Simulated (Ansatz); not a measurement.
**What CdInI3 (model cell, started as cubic perovskite with Cd in the octahedra) distorts into**

Aim: this structure of CdInI3 (model cell, started as cubic perovskite with Cd in the octahedra) is to be tested for unstable modes, and one is followed downhill.

Program: Ansatz 0.2.0. Level of theory: DFT PBEsol, scalar-relativistic, plane waves, PAW; PAW set soft_1. Results are calculated unless marked as measured.

The structure was built from a prototype and need not be the compound's stable phase.

## Step 1: The structure

Symmetry: Pm-3m, No. 221, cubic system. The conventional cell has a = 5.778 Å, b = 5.778 Å, c = 5.778 Å, α = 90.00°, β = 90.00°, γ = 90.00°. Nearest to In lie 12 I at 4.09 Å. Nearest to Cd lie 6 I at 2.89 Å. Nearest to I lie 2 Cd at 2.89 Å. Farther neighbours and most contacts between anions are not listed.

As a file:

```cif
data_structure
_symmetry_space_group_name_H-M 'P 1'
_symmetry_Int_Tables_number 1
_cell_length_a 5.7776
_cell_length_b 5.7776
_cell_length_c 5.7776
_cell_angle_alpha 90.000
_cell_angle_beta 90.000
_cell_angle_gamma 90.000
_cell_volume 192.86
loop_
_atom_site_label
_atom_site_type_symbol
_atom_site_fract_x
_atom_site_fract_y
_atom_site_fract_z
_atom_site_occupancy
In1 In 0.00000 0.00000 0.00000 1
Cd2 Cd 0.50000 0.50000 0.50000 1
I3 I 0.50000 0.50000 0.00000 1
I4 I 0.50000 0.00000 0.50000 1
I5 I 0.00000 0.50000 0.50000 1
```

## Step 2: Response at finite wavevector

The cell comes from relaxations at this level that are not shown. Stability and thermal properties need the whole zone. Linear response on a 2×2×2 q mesh gives force constants as far as a supercell of that size would.

The input, input.yaml:

```yaml
crystal:
  lattice:
    - [5.777575321, 0.0, 0.0]
    - [0.0, 5.777575321, 0.0]
    - [0.0, 0.0, 5.777575321]
  atoms:
    - { symbol: In, position: [0.0, 0.0, 0.0] }
    - { symbol: Cd, position: [0.5, 0.5, 0.5] }
    - { symbol: I, position: [0.5, 0.5, 0.0] }
    - { symbol: I, position: [0.5, 0.0, 0.5] }
    - { symbol: I, position: [0.0, 0.5, 0.5] }
kpoints:
  mp_grid: { grid: [6, 6, 6] }
hamiltonian:
  xc: pbesol
  pseudopotentials: { kind: paw, azcp: { folder: soft_1 }, xc_functional: pbe }
scf:
  occupations: { method: methfessel_paxton, width: 0.2 }
output:
  eigenvalues: true
phonons:
  method: dfpt
  qmesh: [2, 2, 2]
  temperatures: { t_max: 1000, t_step: 50 }
  qpath:
    path:
      - [[0.0, 0.0, 0.0], [0.0, 0.5, 0.0], [0.5, 0.5, 0.0], [0.0, 0.0, 0.0], [0.5, 0.5, 0.5], [0.0, 0.5, 0.0]]
      - [[0.5, 0.5, 0.5], [0.5, 0.5, 0.0]]
    npoints: 10
```

On the command line:

```bash
$ ansatz run input.yaml --threads 4 --pin off --max-ram 16384MiB --backend cpu --events-out ev --progress --plain --runs-dir out
```

Numbers of over 12 decimals in the logs are rounded to 6 here.

Log:

```text
Engine: ansatz 0.2.0, aarch64-unknown-linux-gnu
Pseudopotentials: kind: paw
Pseudopotential: In, paw, valence charge 13, recommended cutoff 420 eV (normal), soft_1/In.paw.azcp
Pseudopotential: Cd, paw, valence charge 20, recommended cutoff 420 eV (normal), soft_1/Cd.paw.azcp
Pseudopotential: I, paw, valence charge 17, recommended cutoff 420 eV (normal), soft_1/I.paw.azcp
Functional definition: PBEsol
  exchange = pbesol_x
  correlation = pbesol_c
Crystal: 5 atoms, lattice volume = 192.858 Å³
Basis set: ecut = 420 eV, 3791 PW (Γ), exchange–correlation on 80×80×80 points (8 copies of the dense FFT grid, shifted against one another)
Bands: 51, of which v1, the nominal top of the filled ones, is band 42 counted from 1 (41 counted from 0)
Symmetry: 48 space group operations
k-points: 20 of 216
Non-local potential: In, projectors of the file, l = 0: 2, l = 1: 2, l = 2: 2, l = 3: 1
Non-local potential: Cd, projectors of the file, l = 0: 3, l = 1: 2, l = 2: 2, l = 3: 1
Non-local potential: I, projectors of the file, l = 0: 2, l = 1: 2, l = 2: 2, l = 3: 1
PAW form: soft (Blöchl's): semilocal exchange-correlation on the pseudo side does not see the compensation charge
PAW frozen core: In, regenerated for the run's functional, and the local potential with it (the file was generated under x = pbe(κ = 0.804, μ = 0.219515), c = pbe(β = 0.066725))
PAW frozen core: Cd, regenerated for the run's functional, and the local potential with it (the file was generated under x = pbe(κ = 0.804, μ = 0.219515), c = pbe(β = 0.066725))
PAW frozen core: I, regenerated for the run's functional, and the local potential with it (the file was generated under x = pbe(κ = 0.804, μ = 0.219515), c = pbe(β = 0.066725))
PAW one-centre angular grid: In, 590 points (default); XC on 64 Gauss nodes
PAW one-centre angular grid: Cd, 590 points (default); XC on 64 Gauss nodes
PAW one-centre angular grid: I, 590 points (default); XC on 64 Gauss nodes
Initial density: superposition of atomic densities (chi_scale 0.1, normalization cell, long waves kept (reshape's long-wave potential 0.00 eV rms))
Initial wavefunctions: pseudopotential atomic-orbital guess
Functional: x = pbesol(κ = 0.804, μ = 0.123457), c = pbesol(β = 0.046)
SCF iter   1: F=—  HF=-36010.487465 eV  |F-HF|=—  |Δ(HF+E_count)|=         —  Δρ=4.48e-2  dr2=5.39e0  ethr=3.10e-3  ⟨swp⟩=9.7  Hψ=4465  notcnv=0
preconditioner: auto → Kerker (q_TF=auto, 2.375 Å⁻¹)  [metal: Δε(μ)=0.130 eV  Ē_g=12.925 eV  σ=0.200 eV  W_gap=0.45  n_scr=32 (ndim 8)  ℏωp=18.1 eV  f_vac=0.057  D(μ)=0.91/eV (n_scr^D=0)]
SCF iter   2: F=—  HF=-36008.804647 eV  |F-HF|=—  |Δ(HF+E_count)|=    1.68e0  S|Δr|=    0.00e0  Δρ=1.65e-2  dr2=1.01e0  ethr=3.10e-3  ⟨swp⟩=3.0  Hψ=2363  notcnv=0  defer=77
preconditioner: auto → Resta (q_TF=auto, 2.375 Å⁻¹)  ε∞=3.1  [insulator: Δε(μ)=0.191 eV  Ē_g=12.471 eV  σ=0.200 eV  W_gap=0.65  n_scr=32 (ndim 8)  ℏωp=18.1 eV  f_vac=0.051  D(μ)=0.49/eV (n_scr^D=0)  ε∞_Penn≈3.1]
SCF iter   3: F=—  HF=-36008.474829 eV  |F-HF|=—  |Δ(HF+E_count)|=   3.30e-1  S|Δr|=    0.00e0  Δρ=3.67e-3  dr2=3.51e-2  ethr=1.20e-3  ⟨swp⟩=2.9  Hψ=1452  notcnv=0  defer=77
SCF iter   4: F=—  HF=-36008.479362 eV  |F-HF|=—  |Δ(HF+E_count)|=   4.53e-3  S|Δr|=    0.00e0  Δρ=1.18e-3  dr2=2.76e-3  ethr=4.18e-5  ⟨swp⟩=2.0  Hψ=1991  notcnv=0  defer=77
SCF iter   5: F=—  HF=-36008.480145 eV  |F-HF|=—  |Δ(HF+E_count)|=   7.83e-4  S|Δr|=    0.00e0  Δρ=4.00e-4  dr2=4.08e-4  ethr=3.29e-6  ⟨swp⟩=2.0  Hψ=1751  notcnv=0  defer=77
SCF iter   6: F=—  HF=-36008.480043 eV  |F-HF|=—  |Δ(HF+E_count)|=   1.02e-4  S|Δr|=    0.00e0  Δρ=8.79e-5  dr2=2.08e-5  ethr=4.86e-7  ⟨swp⟩=2.0  Hψ=1701  notcnv=0  defer=77
SCF iter   7: F=—  HF=-36008.480071 eV  |F-HF|=—  |Δ(HF+E_count)|=   2.84e-5  S|Δr|=    0.00e0  Δρ=2.14e-5  dr2=8.78e-7  ethr=2.47e-8  ⟨swp⟩=2.0  Hψ=1401  notcnv=0  defer=77
SCF iter   8: F=—  HF=-36008.480079 eV  |F-HF|=—  |Δ(HF+E_count)|=   7.54e-6  S|Δr|=    0.00e0  Δρ=6.65e-6  dr2=9.94e-8  ethr=1.05e-9  ⟨swp⟩=2.0  Hψ=1707  notcnv=0  defer=77
SCF iter   9: F=—  HF=-36008.480079 eV  |F-HF|=—  |Δ(HF+E_count)|=   1.05e-7  S|Δr|=    0.00e0  Δρ=2.67e-6  dr2=1.71e-8  ethr=1.18e-10  ⟨swp⟩=2.0  Hψ=1401  notcnv=0  defer=77
SCF iter  10: F=—  HF=-36008.480079 eV  |F-HF|=—  |Δ(HF+E_count)|=   1.41e-8  S|Δr|=    0.00e0  Δρ=5.28e-7  dr2=8.53e-10  ethr=2.03e-11  ⟨swp⟩=2.0  Hψ=1683  notcnv=0  defer=77
[...]
SCF 1 converged in 12 iterations: F = -36008.480079 eV  dr2 = 2.19e-12
  greatest PAW one-centre occupation: 1.000 electrons in one spin orbital (limit 2), on the Cd atom at site 1 (counted from 0), in its partial waves of l = 0
Initial density: read from a saved state, or passed on in memory by an earlier SCF of this step, an earlier step, the calling program or the single point that the run made first
iter 1 solved again at ethr=9.24e-7 eV; its pass at ethr=3.10e-3 eV (dr2=7.76e-4 eV) is discarded
SCF iter   1: F=—  HF=-36008.480053 eV  |F-HF|=—  |Δ(HF+E_count)|=         —  Δρ=1.79e-6  dr2=4.13e-9  ethr=9.24e-7  ⟨swp⟩=3.1  Hψ=6905  notcnv=0
eigensolver tolerance schedule: the retry pair's looser diagonalisation over-reported the residual by 187995.92 of it (diagonalisation noise at an unbounded share of the residual, at the tolerance the schedule requests for it); recorded, not acted on — ethr = c·dr2/N_el stays at c = 1.0e-1
preconditioner: auto → Resta (q_TF=auto, 2.375 Å⁻¹)  ε∞=3.2  [insulator: Δε(μ)=0.689 eV  Ē_g=12.138 eV  σ=0.200 eV  W_gap=0.72  n_scr=32 (ndim 8)  ℏωp=18.1 eV  f_vac=0.064  D(μ)=0.73/eV (n_scr^D=0)  ε∞_Penn≈3.2]
SCF iter   2: F=—  HF=-36008.480079 eV  |F-HF|=—  |Δ(HF+E_count)|=   2.65e-5  S|Δr|=    0.00e0  Δρ=1.15e-6  dr2=2.07e-9  ethr=4.91e-12  ⟨swp⟩=4.6  Hψ=3124  notcnv=0
SCF iter   3: F=—  HF=-36008.480079 eV  |F-HF|=—  |Δ(HF+E_count)|=   1.52e-9  S|Δr|=    0.00e0  Δρ=6.89e-7  dr2=6.72e-10  ethr=2.47e-12  ⟨swp⟩=2.0  Hψ=1789  notcnv=0
SCF iter   4: F=—  HF=-36008.480079 eV  |F-HF|=—  |Δ(HF+E_count)|=  5.38e-10  S|Δr|=    0.00e0  Δρ=3.69e-7  dr2=1.75e-10  ethr=1.00e-12  ⟨swp⟩=2.0  Hψ=1703  notcnv=0
SCF iter   5: F=—  HF=-36008.480079 eV  |F-HF|=—  |Δ(HF+E_count)|=  5.82e-11  S|Δr|=    0.00e0  Δρ=2.81e-7  dr2=1.02e-10  ethr=1.00e-12  ⟨swp⟩=1.1  Hψ=1021  notcnv=0
SCF iter   6: F=—  HF=-36008.480079 eV  |F-HF|=—  |Δ(HF+E_count)|=  4.37e-11  S|Δr|=    0.00e0  Δρ=2.19e-7  dr2=6.17e-11  ethr=1.00e-12  ⟨swp⟩=1.1  Hψ=1023  notcnv=0
SCF iter   7: F=—  HF=-36008.480079 eV  |F-HF|=—  |Δ(HF+E_count)|=  2.91e-11  S|Δr|=    0.00e0  Δρ=1.25e-7  dr2=2.08e-11  ethr=1.00e-12  ⟨swp⟩=1.1  Hψ=1022  notcnv=0
SCF iter   8: F=—  HF=-36008.480079 eV  |F-HF|=—  |Δ(HF+E_count)|=    0.00e0  S|Δr|=    0.00e0  Δρ=1.25e-7  dr2=1.94e-11  ethr=1.00e-12  ⟨swp⟩=6.2  Hψ=2651  notcnv=0
SCF iter   9: F=-36008.480079 eV  HF=-36008.480079 eV  |F-HF|=0.00e0  |Δ(HF+E_count)|=  2.91e-11  S|Δr|=    0.00e0  Δρ=6.53e-8  dr2=5.53e-12  ethr=1.00e-12  ⟨swp⟩=1.8  Hψ=2523  notcnv=0
SCF 2 converged in 9 iterations: F = -36008.480079 eV  dr2 = 5.53e-12
phonons: the bands overlap, so this run is a metal and interpolates without the dipole-dipole term. If the crystal is really an insulator or semiconductor, its LO-TO splitting is missing
NSCF: frozen V_eff on 20 k-points
NSCF: frozen V_eff on 64 k-points
DFPT response loops at q = (0, 0, 0) (fractional): preconditioner auto → Kerker (q_TF=auto, 2.375 Å⁻¹) (partly filled bands, converged f_vac=0.064); β = 1.00, the filter's whole step (`scf.mixing.beta` (0.50) is not read by the response loops under this deck's `scf.mixing.preconditioner`; to damp them name `kerker` or `kerker_dos`, under which they read `scf.mixing.beta`, and type it under 1.00, their step now; both keys bind the ground state too); Broyden in place of MSR1
NSCF: frozen V_eff on 128 k-points
DFPT response loops at q = (0, 0, -0.5) (fractional): mixed as the last ones told, above
NSCF: frozen V_eff on 128 k-points
DFPT response loops at q = (0, -0.5, -0.5) (fractional): mixed as the last ones told, above
NSCF: frozen V_eff on 128 k-points
DFPT response loops at q = (-0.5, -0.5, -0.5) (fractional): mixed as the last ones told, above
SCF converged after 12 iterations
Stability not checked: this state was not tested for a lower state beside it, because cold or Methfessel-Paxton smearing, or corrected tetrahedra, fill the levels in a way that the test cannot read (fill_not_monotonic; see scf.lower_state_search)
Free energy (F): -36008.480079 eV
Harris-Foulkes:  -36008.480079 eV  (|F-HF|=7.28e-12)
Internal energy: -36008.492130 eV  (E = F + TS)
E sigma→0 (E₀):  -36008.483092 eV
Entropy (-TS):   0.012051 eV (2.410 meV/atom)
Fermi energy:    5.508385 eV
Step filling:    the computed levels leave a gap of 0.0000 eV = 0.0 smearing widths at the electron count; against every level under it full and every level over it empty, smearing changes F+E_penalty+E_count by +3.304 meV and its σ→0 estimate by +0.291 meV
--- Per-component energies (eV) ---
  E_band       = -1760.180990
  E_kinetic    = 1130.594182
  E_local      = -12716.899471  (includes V_loc(G=0)·N_el)
  E_nonlocal   = 805.397886
  E_hartree    = 5724.339030
  E_xc         = -618.589568
  E_vxc        = -617.094040  (∫ρ·V_xc dr)
  E_paw        = -22272.960916  (= ΣΔE_a)
  E_vpaw       = -1810.850568  (= ΣTr[D̂ρ^β])
  E_aug_tail   = -0.006949  (compensation charges beyond the density's cutoff)
  E_ewald      = -8062.180596
  E_core_change = 1.814272  (= ΣΔE_core)
  E_smearing   = 0.012051  (= −TS)
  E_closure    = -0.000000  (closes the sum)
  Σ components = -36008.480079   (vs F -36008.480079, Δ=0.00e0)
--- Band table (eV; the first three rows and the last of 20) ---
  k-point 0: bands = [... 38 lower, 4.5688, 4.7310, 4.7310, 4.7310, 5.2304, 9.4535, 9.4535, 9.4535, ... 5 higher]
  k-point 1: bands = [... 38 lower, 4.4919, 4.5052, 4.7050, 4.7050, 6.1415, 8.8748, 9.2496, 9.2496, ... 5 higher]
  k-point 2: bands = [... 38 lower, 4.3858, 4.4106, 4.7320, 4.7320, 7.4442, 8.1236, 8.9451, 8.9451, ... 5 higher]
  k-point 19: bands = [... 38 lower, 5.3892, 5.4530, 5.4530, 5.4530, 9.5479, 9.5479, 9.5479, 9.6474, ... 5 higher]
--- Phonons (Γ-DFPT): 4 representative perturbations + reference (Σ response iterations 12) ---
  ASR residual: 1.197e-4 → 0.000e0 eV/Å²; symmetrization residual: 5.461e-5 eV/Å²
  ASR residual per site (eV/Å²): 1.20e-4 5.57e-5 4.95e-5 4.95e-5 4.95e-5
  Γ frequencies (cm⁻¹): -51.03 -51.03 -51.03 -11.81 -11.81 -11.81 0.00 0.00 0.00 18.94 18.94 18.94 140.36 140.36 140.36
--- Phonons (arbitrary-q DFPT): 4 irreducible q on the 2×2×2 mesh ---
  q = [0.0000, 0.0000, 0.0000] (star 1, of the zone-centre solve; hermiticity 1.85e-5, symmetrization 1.90e-11): -51.03 -51.03 -51.03 -11.81 -11.81 -11.81 -0.00 0.00 0.00 18.94 18.94 18.94 140.36 140.36 140.36
  q = [0.0000, 0.0000, -0.5000] (star 3, 9 solved perturbations in 504 linear systems a pass and spin channel, the states on 64 of 216 k-point pairs; hermiticity 1.73e-5, symmetrization 3.18e-8): -44.60 -44.60 -15.86 -15.86 -15.48 -9.00 20.68 20.68 27.81 27.81 33.91 111.95 122.41 140.75 140.75
  q = [0.0000, -0.5000, -0.5000] (star 3, 9 solved perturbations in 504 linear systems a pass and spin channel, the states on 64 of 216 k-point pairs; hermiticity 8.61e-6, symmetrization 6.36e-8): -45.57 -45.57 -44.95 -36.04 12.16 12.16 31.84 31.84 36.33 48.21 69.91 114.05 114.05 137.39 141.19
  q = [-0.5000, -0.5000, -0.5000] (star 1, 4 solved perturbations in 184 linear systems a pass and spin channel, the states on 64 of 216 k-point pairs; hermiticity 1.40e-5, symmetrization 3.27e-7): -48.56 -48.56 -48.56 -44.27 -44.27 -44.27 46.63 46.63 46.63 68.60 68.60 117.43 117.43 117.43 148.06
  sum rule: each row above includes the acoustic sum rule's correction from the zone centre's row sums; it moved no ω² by more than (0.53 cm⁻¹)²
  mesh force constants: q→R imaginary residual 3.13e-18; ASR residual 1.197e-4 → 0.000e0 eV/Å²; symmetrization residual 9.770e-15 eV/Å²
  interpolated dispersion: 62 rows × 15 modes
  density of states and harmonic sums: on the 12×12×12 q-mesh, interpolated from the force constants of a 2×2×2 supercell (no non-analytic term)
  largest difference from the sums on the solved wave vectors: F 1.07e-1 eV, S 1.16e-4 and C_V 1.55e-5 eV/K
  zero-point energy: 0.043414 eV/cell   skipped modes (ω ≤ 0): 480, of them read as no rigid motion or as one in doubt: 477 (5.733e0 modes/cell left out, lowest -51.03 cm⁻¹)   left out of the sums: 3.82e-1 of the cell's modes: C_V's classical limit lies that fraction below 3 k_B per atom; for a crystal, a wire or a layer, F and S can be off by more, and a phonons.interpolated_qmesh denser along its periods is the remedy for the sampling
```

The job ended after 7 min (4 threads of Arm Neoverse V1, shared host; peak memory 1.8 GiB; 27 min of CPU time).

Reading the cycles: dr2 is the Hartree energy of the density residual (eV), the measure of convergence; HF is the Harris–Foulkes estimate of the energy, which meets the free energy F at convergence.

This step gave:

```
volume per atom                                         : 38.57 Å³
gap on the k-mesh                                       : 0 eV
sum-rule residual before enforcement                    : 1.20e-4 eV/Å²
lowest frequency on the path                            : -51.03 cm⁻¹
point group                                             : m-3m
highest frequency on the path or at a solved wavevector : 150.9 cm⁻¹
highest optical mode at the zone centre (no LO-TO term) : 140.4 cm⁻¹
lowest optical zone-centre mode                         : -51.03 cm⁻¹
lowest mode on the q mesh (acoustic modes at Γ apart)   : -51.03 cm⁻¹
```

Frequencies (cm⁻¹) solved at each irreducible wavevector; negative means imaginary. Frequencies by wavevector, by row:

```tsv
q in reciprocal lattice units	star	mode 1	mode 2	mode 3	mode 4	mode 13	mode 14	mode 15
0 0 0	1	-51	-51	-51	-11.8	140.4	140.4	140.4
0 0 -0.5	3	-44.6	-44.6	-15.9	-15.9	122.4	140.8	140.8
0 -0.5 -0.5	3	-45.6	-45.6	-45	-36	114	137.4	141.2
-0.5 -0.5 -0.5	1	-48.6	-48.6	-48.6	-44.3	117.4	117.4	148.1
```

Interpolated from a 2×2×2 q mesh. Phonon branches along the path, in cm⁻¹:

```tsv
point	branch 1	branch 2	branch 3	branch 4	branch 12	branch 13	branch 14	branch 15
Γ	-51	-51	-51	-12	19	140	140	140
halfway	-48	-48	-38	-12	71	137	140	140
X	-45	-45	-16	-16	112	122	141	141
halfway	-45	-41	-38	-36	110	113	141	142
M	-46	-46	-45	-36	114	114	137	141
halfway	-46	-45	-37	-30	78	127	141	144
Γ	-51	-51	-51	-12	19	140	140	140
halfway	-45	-45	-37	-33	83	127	127	150
R	-49	-49	-49	-44	117	117	117	148
halfway	-44	-44	-42	-38	106	114	127	150
X	-45	-45	-16	-16	112	122	141	141
jump to R	-49	-49	-49	-44	117	117	117	148
halfway	-47	-47	-45	-43	116	116	118	149
M	-46	-46	-45	-36	114	114	137	141
```

Symmetry leaves 4 wavevectors to solve. The lowest mode among them, the acoustic zeros apart, lies at Γ and is imaginary, 51.0i cm⁻¹, so the energy falls along it.

## Step 3: The mode frozen in, largest atomic shift 0 Å

The mode followed lies at q = (-0.5, -0.5, -0.5) with frequency 48.6i cm⁻¹ and is 3-fold degenerate, one of the unstable modes though not the softest. At small amplitude the distorted cell has space group no. 74 by a symmetry search on the positions. The undistorted cell that holds it gives the zero of energy on the same k mesh.

System of this step: CdInI3 (model cell, started as cubic perovskite with Cd in the octahedra). Symmetry: Pm-3m, No. 221, cubic system. Conventional cell: a = 5.778 Å, b = 5.778 Å, c = 5.778 Å, α = 90.00°, β = 90.00°, γ = 90.00°. Nearest to In lie 12 I at 4.09 Å. Nearest to Cd lie 6 I at 2.89 Å. Nearest to I lie 2 Cd at 2.89 Å. Farther neighbours and most contacts between anions are not listed.

input.yaml, the sections that differ from step 2:

```yaml
crystal:
  lattice:
    - [5.777575321, 5.777575321, 0.0]
    - [5.777575321, 0.0, 5.777575321]
    - [5.777575321, 0.0, -5.777575321]
  atoms:
    - { symbol: In, position: [0.0, 0.5, 0.5] }
    - { symbol: In, position: [0.0, 0.0, 1.0] }
    - { symbol: Cd, position: [0.5, 0.25, 0.75] }
    - { symbol: Cd, position: [0.5, 0.75, 0.25] }
    - { symbol: I, position: [0.5, 0.5, 0.5] }
    - { symbol: I, position: [0.5, 0.0, 0.0] }
    - { symbol: I, position: [0.0, 0.5, 0.0] }
    - { symbol: I, position: [0.0, 0.0, 0.5] }
    - { symbol: I, position: [0.5, 0.5, 0.0] }
    - { symbol: I, position: [0.5, 0.0, 0.5] }
output:
  forces: true
  stress: true
  eigenvalues: true
# kpoints, hamiltonian, scf: as in step 2
# phonons: removed
```

Log:

```text
[...]
Crystal: 10 atoms, lattice volume = 385.715 Å³
Basis set: ecut = 420 eV, 7631 PW (Γ), exchange–correlation on 120×120×120 points (8 copies of the dense FFT grid, shifted against one another)
Bands: 101, of which v1, the nominal top of the filled ones, is band 84 counted from 1 (83 counted from 0)
Symmetry: 96 space group operations
[...]
k-points: 16 of 216
[...]
k-point 0: bands = [... 80 lower, 5.3901, 5.3901, 5.4540, 5.4540, 5.4540, 9.4536, 9.4536, 9.4536, ... 9 higher]
  k-point 1: bands = [... 80 lower, 5.0713, 5.3824, 5.3896, 5.3896, 5.9165, 8.9521, 9.0943, 9.3242, ... 9 higher]
  k-point 2: bands = [... 80 lower, 4.8820, 5.1982, 5.2540, 5.2540, 6.8109, 8.2100, 8.2669, 8.6543, ... 9 higher]
  k-point 15: bands = [... 80 lower, 4.7256, 4.7613, 5.0515, 5.2381, 7.7840, 8.2193, 8.3598, 8.5973, ... 9 higher]
[key lines of the parts left out:]
SCF converged after 9 iterations
Free energy (F): -72016.957395 eV
Fermi energy:    5.521024 eV
P = ⅓ Tr σ = 0.0071 GPa (0.071 kbar)
```

It took 9.9 s on 4 threads; peak memory 1.3 GiB.

Numbers from this step:

```
pressure                         : 0.007109 GPa
energy from the undistorted cell : 0 meV/atom
```

The run ends at a pressure of 0.01 GPa.

(Part 1 of 3 ends here.)

[Logs are printed without paths, hosts, clocks, repeated set-up lines and the standing remarks that a program may print on its own settings, such as how far it seeks lower states.]

[Hosts, paths, dates, database ids (printed as entryN), source tags and the programs' standing remarks are cut or masked in the printed files.]
